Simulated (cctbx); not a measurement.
# Lattice, Laue class and space group of a new crystal

Cell: a = 4.1980 Å, b = 4.1980 Å, c = 14.9160 Å, α = 90.00°, β = 90.00°, γ = 90.00°. Expected content of the cell: Ir4 Tm4 Mg4.

Simulated single-crystal data (cctbx): Ag Kα, λ = 0.56087 Å, to d = 0.6 Å, 80 % of the full sphere, strongest reflection 70000 counts, noise from counting, a 2 % proportional error and a noise floor of 4 counts (s.d.); no absorption, some extinction.

Tests on the unmerged data give:

```text
4053 reflections to d = 0.600 A
centring   violations  <I/sigma> of those
    A        911 of  2010     15.3
    B        922 of  2023     15.2
    C        967 of  2051     16.1
    I          0 of  2032     -0.1
    R       1278 of  2718     15.6
    F       1400 of  3042     15.5
Laue class    unique    Rint  (classes that these axes allow; Friedel mates merged)
I 1 2/m 1         694   0.015
I 1 1 2/m         656   0.015
I 2/m 1 1         693   0.015
I m m m           396   0.017
I 4/m             335   0.017
I 4/m m m         226   0.017
space group    extra absences  I>4sigma  <I/sigma>
I 4 2 2                 0          0         -  acentric
I 4 m m                 0          0         -  acentric
I -4 m 2                0          0         -  acentric
I -4 2 m                0          0         -  acentric
I 4/m m m               0          0         -  centric
Wilson B = 0.47 A^2   <|E^2-1|> = 0.766 (0.968 centric, 0.736 acentric)   E^2>4: 1.8 %
shell (A)         n   <I/sigma>
 7.46 - 1.20     39     89.0
 1.20 - 0.95     32     87.1
 0.95 - 0.83     23     91.5
 0.83 - 0.76     28     78.3
 0.76 - 0.70     29     94.4
 0.70 - 0.66     28     78.0
 0.66 - 0.63     22     86.4
 0.63 - 0.60     25     76.7
```

Q: Read the symmetry from these tables.

The reflections that I centring forbids are absent (⟨I/σ⟩ near 0), so the lattice is I.

Rint stays low (0.015 to 0.017) up to I 4/m m m, the highest class in these axes.

5 settings pass the absence test. No glide or screw absences show, which leaves I 4 2 2, I 4 m m, I -4 m 2, I -4 2 m and I 4/m m m.

⟨|E²−1|⟩ = 0.766 leans to a non-centrosymmetric structure. Here that hint misleads: the statistic assumes many like atoms on general positions, and few, heavy or special-position atoms break it. The Wilson B of 0.47 Å² means U ≈ 0.0060 Å².

The true group is I4/mmm (no. 139), Laue class 4/mmm, centrosymmetric. The tables only narrow the choice to the tied entries; cell content, site symmetry and trial solutions must settle it.

The model was made for the exercise: a known structure type with other elements put in, its volume estimated, not relaxed; displacement parameters are assumed.

[Logs are printed without paths, hosts, clocks, repeated set-up lines and the standing remarks that a program may print on its own settings, such as how far it seeks lower states.]
